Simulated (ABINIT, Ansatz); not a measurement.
An input for ABINIT 10.8.3 (K2NaScF6 (Fm-3m)):

```
acell 3*1.0 Angstrom
rprim 
  -0.000000000000 4.235850000000 4.235850000000
  4.235850000000 -0.000000000000 4.235850000000
  4.235850000000 4.235850000000 -0.000000000000
ntypat 4
znucl 19 11 21 9
natom 10
typat 1 1 2 3 4 4 4 4 4 4
xred 
  0.250000000000 0.250000000000 0.250000000000
  0.750000000000 0.750000000000 0.750000000000
  0.500000000000 0.500000000000 0.500000000000
  0.000000000000 0.000000000000 0.000000000000
  0.765800000000 0.234200000000 0.234200000000
  0.234200000000 0.765800000000 0.234200000000
  0.234200000000 0.765800000000 0.765800000000
  0.765800000000 0.234200000000 0.765800000000
  0.234200000000 0.234200000000 0.765800000000
  0.765800000000 0.765800000000 0.234200000000
pp_dirpath "pseudos"
pseudos "K.upf, Na.upf, Sc.upf, F.upf"
ecut 38
ngkpt 2 2 2
nshiftk 1
shiftk 0 0 0
kptopt 1
chksymbreak 0
istwfk *1
occopt 1
irdwfk 1
optdriver 3
nband 96
ecuteps 2.8
inclvkb 2
awtr 1
symchi 1
indata_prefix "in"
outdata_prefix "out"
tmpdata_prefix "tmp"
```

```sh
OMP_NUM_THREADS=1 mpirun -n 4 abinit run.abi > log
```

**Question.** Estimate wall time and host memory on 4 MPI ranks of Arm Neoverse V1, shared host.

It took 33 s; on shared hardware allow 16 s to 65 s. Peak host memory was 1.7 GiB.

[Paths, hosts, dates, memory and timing lines, banners, echoed tables and standing remarks are left out of the program output.]

[Logs are printed without paths, hosts, clocks, repeated set-up lines and the standing remarks that a program may print on its own settings, such as how far it seeks lower states.]

[Runs of the session that timed out or met a known fault of the program may be left out.]

[Hosts, paths, dates, database ids (printed as entryN), source tags and the programs' standing remarks are cut or masked in the printed files.]

[G0W0 gaps are taken among the corrected bands and points alone; a level outside them can change the order at an edge.]

[Where Ansatz stands beside ABINIT at settings called matched, ABINIT's density can come from a denser mesh and the files from another edition; pairs whose starting gaps differed by over 0.03 eV were left out, so agreement reads better than it is.]
